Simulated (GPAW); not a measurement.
# YPO4 (I4_1/amd): one start, several treatments of the self-energy

How much does the gap of YPO4 (I4_1/amd) depend on the approximation to the self-energy?

Method: LDA and many-body steps on it, plane waves, in GPAW 26.7.0.

The database entry behind the starting cell differs from later determinations by our own check (impure mineral, about 0.2 % long), so it need not match the best structure at ambient conditions.

## (1) The structure

It takes space group I4_1/amd (No. 141, tetragonal). The conventional cell has a = 6.895 Å, b = 6.895 Å, c = 6.028 Å, α = 90.00°, β = 90.00°, γ = 90.00°. Nearest to Y lie 8 O at 2.31 to 2.38 Å. P has 4 O at 1.54 Å nearest. Nearest to O lie 1 P at 1.54 Å and 2 Y at 2.31 to 2.38 Å. Farther neighbours and most contacts between anions are not listed.

Structure file:

```cif
data_structure
_symmetry_space_group_name_H-M 'P 1'
_symmetry_Int_Tables_number 1
_cell_length_a 5.7316
_cell_length_b 5.7316
_cell_length_c 5.7316
_cell_angle_alpha 106.051
_cell_angle_beta 106.051
_cell_angle_gamma 116.553
_cell_volume 143.27
loop_
_atom_site_label
_atom_site_type_symbol
_atom_site_fract_x
_atom_site_fract_y
_atom_site_fract_z
_atom_site_occupancy
Y1 Y 0.75000 0.25000 0.50000 1
Y2 Y 0.00000 0.00000 0.00000 1
P3 P 0.50000 0.50000 0.00000 1
P4 P 0.25000 0.75000 0.50000 1
O5 O 0.16610 0.34080 0.82530 1
O6 O 0.09080 0.76550 0.67470 1
O7 O 0.51550 0.34080 0.17470 1
O8 O 0.09080 0.41610 0.32530 1
O9 O 0.58390 0.90920 0.67470 1
O10 O 0.65920 0.83390 0.17470 1
O11 O 0.23450 0.90920 0.32530 1
O12 O 0.65920 0.48450 0.82530 1
```

The cell and positions come from the Crystallography Open Database and are kept as given unless a step says otherwise.

## (2) Empty states on the mesh, 4×4×4 mesh, 180 bands

This step: GPAW 26.7.0; DFT, LDA, plane waves, PAW.

The sums over transitions need many empty states on a uniform mesh; this step solves for them.

run.py

```python
import json
import numpy as np
from gpaw.mpi import world
from gpaw import GPAW

calc = GPAW('gs.gpw').fixed_density(kpts={'size': (4, 4, 4), 'gamma': True},
    nbands=210,
    convergence={'bands': 180},
    txt='nscf.txt')
calc.write('full.gpw', mode='all')
res = {}
kpts = calc.get_ibz_k_points()
res['kpts'] = kpts
res['eigenvalues'] = [calc.get_eigenvalues(kpt=k) for k in range(len(kpts))]
res['n_electrons'] = calc.get_number_of_electrons()

if world.rank == 0:
    with open('result.json', 'w') as f:
        json.dump(res, f, default=lambda x: x.tolist())
```

Launch:

```
mpirun -n 4 gpaw python run.py
```

Numbers of over 12 decimals in the logs are rounded to 6 here.

Output:

```text
Diagonalizing LCAO Hamiltonian
Converting LCAO to pw mode
convergence criteria:
- Maximum integral of absolute [eigenst]ate change: 4e-08 eV^2 / valence electron
maximum number of iterations: 100

SCF iterations
|iter     |     time |      energy | eigst |  dens |
|iter:   1|  |             | +3.81 |       |
|iter:   2|  |             | +2.60 |       |
|iter:   3|  |             | +1.47 |       |
[...]
|iter:  12|  |             | -6.97 |       |
|iter:  13|  |             | -7.32 |       |
|iter:  14|  |             | -7.94c|       |
SCF steps: 14
  __  _  _
 | _ |_)|_||  |
 |__||  | ||/\| - 26.7.0

Input parameters:
  mode=PW(ecut=600.0),
  convergence={'bands': 180},
  gpts=array([35, 35, 35]),
  kpts=MonkhorstPack(size=(4, 4, 4), gamma=True),
  maxiter=100,
  nbands=210,
  occupations=Occupations(name='fermi-dirac', width=0.001, fixmagmom=False),
  parallel={},
  xc=XC(name='LDA')
# Writing to full.gpw (mode='all')
  [... matrices ...]

timing:  # [seconds]
  Total: 0.079  # ━━━━━━━━━━━━━━━━━━━━━━━━━━━━━━━━━━━━━━━━━━━━━━━━━━━━━━━━━━━
```

It took 2.8 min on 4 MPI ranks of Arm Neoverse V1, shared host; peak memory 1.5 GiB; 11 min of CPU time.

Numbers from this step:

| Quantity | Value |
| --- | --- |
| gap | 5.826 eV |
| k of the valence top | 0, 0, 0 |
| k of the conduction bottom | 0.25, -0.25, 0 |
| least direct gap | 6.013 eV |
| k points computed | 13 |
| lowest point of the top converged band, above the valence top | 49.67 eV |

On this mesh the gap is 5.826 eV.

## (3) G0W0, Godby-Needs plasmon pole

G0W0 replaces the xc potential by the self-energy, built once from these orbitals. Only a window of levels is corrected, while the sums run over the empty bands that the input names.

This step: G0W0 on LDA, plane waves, PAW.

run.py

```python
import json
import numpy as np
from gpaw.mpi import world
from gpaw.response.g0w0 import G0W0

gw = G0W0('full.gpw',
    filename='gw',
    kpts=[0, 1],
    bands=(38, 42),
    ecut=65,
    nbands=170,
    integrate_gamma='WS',
    ppa=True)
gw.calculate()
res = {mode: {k: v for k, v in r.items() if k != 'sigma_eskwn'}
       for mode, r in gw.all_results.items()}

if world.rank == 0:
    with open('result.json', 'w') as f:
        json.dump(res, f, default=lambda x: x.tolist())
```

Launch:

```
mpirun -n 4 gpaw python run.py
```

Output:

```text
Using integrator: PointIntegrator
FrequencyGridDescriptor(from 0.000+0.000j to 0.000+27.211j eV, 2 points)
Nonperiodic BCs:  [False False False]
Using integrator: PointIntegrator
FrequencyGridDescriptor(from 0.000+0.000j to 0.000+27.211j eV, 2 points)
Nonperiodic BCs:  [False False False]
  ___  _ _ _
 |   || | | |
 | | || | | |
 |__ ||_____|
 |___|

BZ k-points: Symmetries present (total): 8

  [... matrices ...]
64 k-points: 4 x 4 x 4 Monkhorst-Pack grid + [1/8,1/8,1/8]
13 k-points in the irreducible part of the Brillouin zone
       k-points in crystal coordinates                weights
   0:     0.00000000    0.00000000    0.00000000          1/64
   1:     0.25000000   -0.25000000    0.00000000          4/64
   2:     0.25000000   -0.25000000    0.25000000          4/64
   3:     0.25000000    0.00000000    0.00000000          8/64
   4:     0.25000000    0.25000000   -0.25000000          2/64
   5:     0.25000000    0.25000000    0.25000000          2/64
   6:     0.50000000    0.00000000    0.25000000          8/64
   7:     0.50000000    0.00000000    0.50000000          4/64
   8:     0.50000000    0.25000000    0.25000000         16/64
   9:     0.50000000    0.25000000    0.50000000          8/64
          ...
  12:     0.50000000    0.50000000    0.50000000          1/64

Distributing spins, k-points and bands (1 x 2 x 4) over 4 processes
Number of blocks: 1

Quasi particle states:
k-points (IBZ indices): [0, 1]
Band range: (38, 42)
  [... matrices ...]
Computational parameters:
Plane wave cut-off: 65 eV
Number of bands: 170
Coulomb cutoff: None
Broadening: 0.1 eV

fxc modes: GW
Kernel: RPA
Using Godby-Needs plasmon-pole approximation:
  Fitting energy: i*E0, E0 = 1.000 Hartree
Summing all q:

Calculating screened Coulomb potential
No Coulomb truncation
FrequencyGridDescriptor(from 0.000+0.000j to 0.000+27.211j eV, 2 points)
Removing empty qpoint cache files...

Calculating chi0 body with:
    Ground state adapter containing:
    Number of spins: 1
    Number of kpoints: 64
    Number of irreducible kpoints: 13
    Number of completely occupied states: 40
    Number of partially occupied states: 40
    Occupied states memory: 26.168823 M / cpu

    Linear response parametrization:
    q_c: [0.0, 0.0, 0.0]
    Number of frequency points: 2
    Planewave cutoff: 65.0
    Number of bands: 170
    Number of planewaves: 167
    Broadening (eta): 1e-06
    comm.size: 4
    kncomm.size: 4
    blockcomm.size: 1

    Memory estimate of potentially large arrays:
        chi0_wGG: 0.851105 M / cpu
Integrating chi0 body.

Symmetries of q_c:
    Direct symmetries (Uq -> q): 8
    Indirect symmetries (TUq -> q): 8
In total 16 allowed symmetries.

  [... matrices ...]
13 groups of equivalent kpoints. 79.6875% reduction.

Integral kind: response function
Integrating chi0 head and wings.

Symmetries of q_c:
    Direct symmetries (Uq -> q): 8
    Indirect symmetries (TUq -> q): 8
In total 16 allowed symmetries.

  [... matrices ...]
13 groups of equivalent kpoints. 79.6875% reduction.

Integral kind: response function wings

Calculating chi0 body with:
    Ground state adapter containing:
    Number of spins: 1
    Number of kpoints: 64
    Number of irreducible kpoints: 13
    Number of completely occupied states: 40
    Number of partially occupied states: 40
    Occupied states memory: 26.168823 M / cpu

[... the further q-points ...]

Results:
f:      Occupation numbers
eps:     KS-eigenvalues [eV]
vxc:     KS vxc [eV]
exx:     Exact exchange [eV]
sigma:   Self-energies [eV]
dsigma:  Self-energy derivatives
Z:       Renormalization factors
qp:      QP-energies [eV]

k-point 0 (0): (0.000, 0.000, 0.000)                GW
band       f     eps     vxc     exx   sigma  dsigma       Z      qp
                                                                   GW
  38   1.000   3.620 -20.502 -26.101   4.639  -0.237   0.809   2.844
  39   1.000   4.130 -21.081 -26.549   4.640  -0.235   0.809   3.459
  40   0.000  10.159 -15.196  -9.591  -3.573  -0.166   0.858  11.902
  41   0.000  10.174 -15.553  -9.196  -3.584  -0.174   0.852  12.536

k-point 1 (1): (0.250, -0.250, 0.000)                GW
band       f     eps     vxc     exx   sigma  dsigma       Z      qp
                                                                   GW
  38   1.000   3.616 -20.502 -26.063   4.617  -0.236   0.809   2.853
  39   1.000   3.943 -20.756 -26.249   4.613  -0.235   0.810   3.230
  40   0.000   9.956 -14.905  -8.620  -3.627  -0.169   0.855  12.229
  41   0.000  10.529 -15.498  -9.005  -3.778  -0.170   0.854  12.848
```

It took 7.6 min on 4 MPI ranks; peak memory 3.5 GiB; 30 min of CPU time.

Numbers from this step:

- G0W0 gap on the points computed: 8.443 eV
- least direct G0W0 gap on the computed points: 8.443 eV
- Z at the valence top: 0.8095
- Z at the conduction bottom: 0.8576
- starting gap on the mesh: 5.826 eV
- k of the valence top: 0, 0, 0
- k of the conduction bottom: 0, 0, 0

The gap on the mesh goes from 5.83 eV to 8.44 eV, a correction of +2.62 eV.

## (4) G0W0, full frequency, Hilbert transform

run.py, as its differences from that of step 3:

```diff
@@ -12,3 +12,5 @@
     integrate_gamma='WS',
-    ppa=True)
+    frequencies={'type': 'nonlinear', 'domega0': 0.1, 'omega2': 15.0},
+    eta=0.1,
+    nblocksmax=True)
 gw.calculate()
```

Launch:

```
mpirun -n 4 gpaw python run.py
```

Output:

```text
Using integrator: PointIntegrator
NonLinearFrequencyDescriptor(from 0.000 to 89.723 eV, 259 points)
Nonperiodic BCs:  [False False False]
Using integrator: PointIntegrator
NonLinearFrequencyDescriptor(from 0.000 to 89.723 eV, 259 points)
Nonperiodic BCs:  [False False False]
  ___  _ _ _
 |   || | | |
 | | || | | |
 |__ ||_____|
 |___|

BZ k-points: Symmetries present (total): 8

  [... matrices ...]
64 k-points: 4 x 4 x 4 Monkhorst-Pack grid + [1/8,1/8,1/8]
13 k-points in the irreducible part of the Brillouin zone
       k-points in crystal coordinates                weights
   0:     0.00000000    0.00000000    0.00000000          1/64
   1:     0.25000000   -0.25000000    0.00000000          4/64
   2:     0.25000000   -0.25000000    0.25000000          4/64
[...]
9:     0.50000000    0.25000000    0.50000000          8/64
          ...
  12:     0.50000000    0.50000000    0.50000000          1/64

Distributing spins, k-points and bands (1 x 2 x 4) over 1 process
Number of blocks: 4

Quasi particle states:
k-points (IBZ indices): [0, 1]
Band range: (38, 42)
  [... matrices ...]
Computational parameters:
Plane wave cut-off: 65 eV
Number of bands: 170
Coulomb cutoff: None
Broadening: 0.1 eV

fxc modes: GW
Kernel: RPA
Using full-frequency real axis integration
Summing all q:

Calculating screened Coulomb potential
No Coulomb truncation
NonLinearFrequencyDescriptor(from 0.000 to 89.723 eV, 259 points)
Removing empty qpoint cache files...

Calculating chi0 body with:
    Ground state adapter containing:
    Number of spins: 1
    Number of kpoints: 64
    Number of irreducible kpoints: 13
    Number of completely occupied states: 40
    Number of partially occupied states: 40
    Occupied states memory: 26.168823 M / cpu

    Linear response parametrization:
    q_c: [0.0, 0.0, 0.0]
    Number of frequency points: 259
    Planewave cutoff: 65.0
    Number of bands: 170
    Number of planewaves: 167
    Broadening (eta): 0.1
    comm.size: 4
    kncomm.size: 1
    blockcomm.size: 4

    Memory estimate of potentially large arrays:
        chi0_wGG: 27.554516 M / cpu
Integrating chi0 body.

Symmetries of q_c:
    Direct symmetries (Uq -> q): 8
    Indirect symmetries (TUq -> q): 8
In total 16 allowed symmetries.

  [... matrices ...]
13 groups of equivalent kpoints. 79.6875% reduction.

Integral kind: spectral function
Integrating chi0 head and wings.

Symmetries of q_c:
    Direct symmetries (Uq -> q): 8
    Indirect symmetries (TUq -> q): 8
In total 16 allowed symmetries.

  [... matrices ...]
13 groups of equivalent kpoints. 79.6875% reduction.

Integral kind: spectral function wings

Calculating chi0 body with:
    Ground state adapter containing:
    Number of spins: 1
    Number of kpoints: 64
    Number of irreducible kpoints: 13
    Number of completely occupied states: 40
    Number of partially occupied states: 40
    Occupied states memory: 26.168823 M / cpu

[... the further q-points ...]

Results:
f:      Occupation numbers
eps:     KS-eigenvalues [eV]
vxc:     KS vxc [eV]
exx:     Exact exchange [eV]
sigma:   Self-energies [eV]
dsigma:  Self-energy derivatives
Z:       Renormalization factors
qp:      QP-energies [eV]

k-point 0 (0): (0.000, 0.000, 0.000)                GW
band       f     eps     vxc     exx   sigma  dsigma       Z      qp
                                                                   GW
  38   1.000   3.620 -20.502 -26.101   4.654  -0.266   0.790   2.874
  39   1.000   4.130 -21.081 -26.549   4.649  -0.262   0.793   3.480
  40   0.000  10.159 -15.196  -9.591  -3.556  -0.179   0.848  11.897
[...]
k-point 1 (1): (0.250, -0.250, 0.000)                GW
band       f     eps     vxc     exx   sigma  dsigma       Z      qp
                                                                   GW
[...]
40   0.000   9.956 -14.905  -8.620  -3.629  -0.188   0.841  12.191
  41   0.000  10.529 -15.498  -9.005  -3.786  -0.200   0.833  12.784
```

It took 8.9 min on 4 MPI ranks; peak memory 3.6 GiB; 36 min of CPU time.

This step gave:

```yaml
g0w0_gap_on_the_points_computed: 8.417 eV
least_direct_g0w0_gap_on_the_computed_points: 8.417 eV
z_at_the_valence_top: 0.7926
z_at_the_conduction_bottom: 0.8478
starting_gap_on_the_mesh: 5.826 eV
k_of_the_valence_top: 0, 0, 0
k_of_the_conduction_bottom: 0, 0, 0
```

Against G0W0 in GPAW (4×4×4 mesh, 170 bands, screening to 65 eV, Godby-Needs plasmon pole), the gap moves by −0.027 eV.

## (5) G0W0, multipole

run.py, as its differences from that of step 4:

```diff
@@ -12,5 +12,3 @@
     integrate_gamma='WS',
-    frequencies={'type': 'nonlinear', 'domega0': 0.1, 'omega2': 15.0},
-    eta=0.1,
-    nblocksmax=True)
+    mpa={'npoles': 4, 'wrange': [0, 40], 'varpi': 20.0, 'eta0': 0.01, 'eta_rest': 1.0, 'alpha': 1})
 gw.calculate()
```

Launch:

```
mpirun -n 4 gpaw python run.py
```

Output:

```text
Using integrator: PointIntegrator
FrequencyGridDescriptor(from 0.000+0.010j to 40.000+20.000j eV, 8 points)
Nonperiodic BCs:  [False False False]
Using integrator: PointIntegrator
FrequencyGridDescriptor(from 0.000+0.010j to 40.000+20.000j eV, 8 points)
Nonperiodic BCs:  [False False False]
  ___  _ _ _
 |   || | | |
 | | || | | |
 |__ ||_____|
 |___|

BZ k-points: Symmetries present (total): 8

  [... matrices ...]
64 k-points: 4 x 4 x 4 Monkhorst-Pack grid + [1/8,1/8,1/8]
13 k-points in the irreducible part of the Brillouin zone
[...]
GW
  38   1.000   3.620 -20.502 -26.101   4.653  -0.268   0.788   2.875
  39   1.000   4.130 -21.081 -26.549   4.647  -0.265   0.791   3.480
  40   0.000  10.159 -15.196  -9.591  -3.554  -0.181   0.847  11.896
[...]
k-point 1 (1): (0.250, -0.250, 0.000)                GW
band       f     eps     vxc     exx   sigma  dsigma       Z      qp
                                                                   GW
[...]
40   0.000   9.956 -14.905  -8.620  -3.633  -0.192   0.839  12.181
  41   0.000  10.529 -15.498  -9.005  -3.786  -0.194   0.837  12.795
```

It took 8.8 min on 4 MPI ranks; peak memory 3.5 GiB; 35 min of CPU time.

This step gave:

```
G0W0 gap on the points computed              : 8.416 eV
least direct G0W0 gap on the computed points : 8.416 eV
starting gap on the mesh                     : 5.826 eV
k of the valence top                         : 0, 0, 0
k of the conduction bottom                   : 0, 0, 0
```

Against G0W0 in GPAW (4×4×4 mesh, 170 bands, screening to 65 eV, Godby-Needs plasmon pole), the gap moves by −0.027 eV.

## (6) The runs together

Times are wall times on 4 MPI ranks of Arm Neoverse V1, shared host, good to a factor of about two.

```tsv
run	mesh	bands	screening cutoff (eV)	DFT gap (eV)	gap on the mesh (eV)	direct (eV)	time
G0W0, Godby-Needs plasmon pole	4×4×4	170	65	5.826	8.443	8.443	7.6 min
G0W0, full frequency, Hilbert transform	4×4×4	170	65	5.826	8.417	8.417	8.9 min
G0W0, multipole	4×4×4	170	65	5.826	8.416	8.416	8.8 min
```

## (7) Summary of results

```json
{
  "G0W0, Godby-Needs plasmon pole": "8.443 eV",
  "G0W0, full frequency, Hilbert transform": "8.417 eV",
  "G0W0, multipole": "8.416 eV",
  "known limits": "not at the basis limit; no spin-orbit coupling"
}
```

In words: G0W0, full frequency, Hilbert transform: −0.027 eV against G0W0, Godby-Needs plasmon pole. G0W0, multipole: −0.027 eV against G0W0, Godby-Needs plasmon pole. Bands and cutoff are finite, so the gap is not at the basis limit. The miss can reach some tenths of an eV and take either sign; the mesh is an error of its own. These stock PAW sets were not made for GW. In the G0W0 runs levels were corrected at 2 k points alone, so a gap called «on the mesh» is the least over those, and an edge elsewhere would be missed. The many-body steps are scalar-relativistic: spin-orbit coupling is not in them.

[Paths, hosts, dates, memory and timing lines, banners, echoed tables and standing remarks are left out of the program output.]

[Logs are printed without paths, hosts, clocks, repeated set-up lines and the standing remarks that a program may print on its own settings, such as how far it seeks lower states.]

[Runs of the session that timed out or met a known fault of the program may be left out.]

[Hosts, paths, dates, database ids (printed as entryN), source tags and the programs' standing remarks are cut or masked in the printed files.]
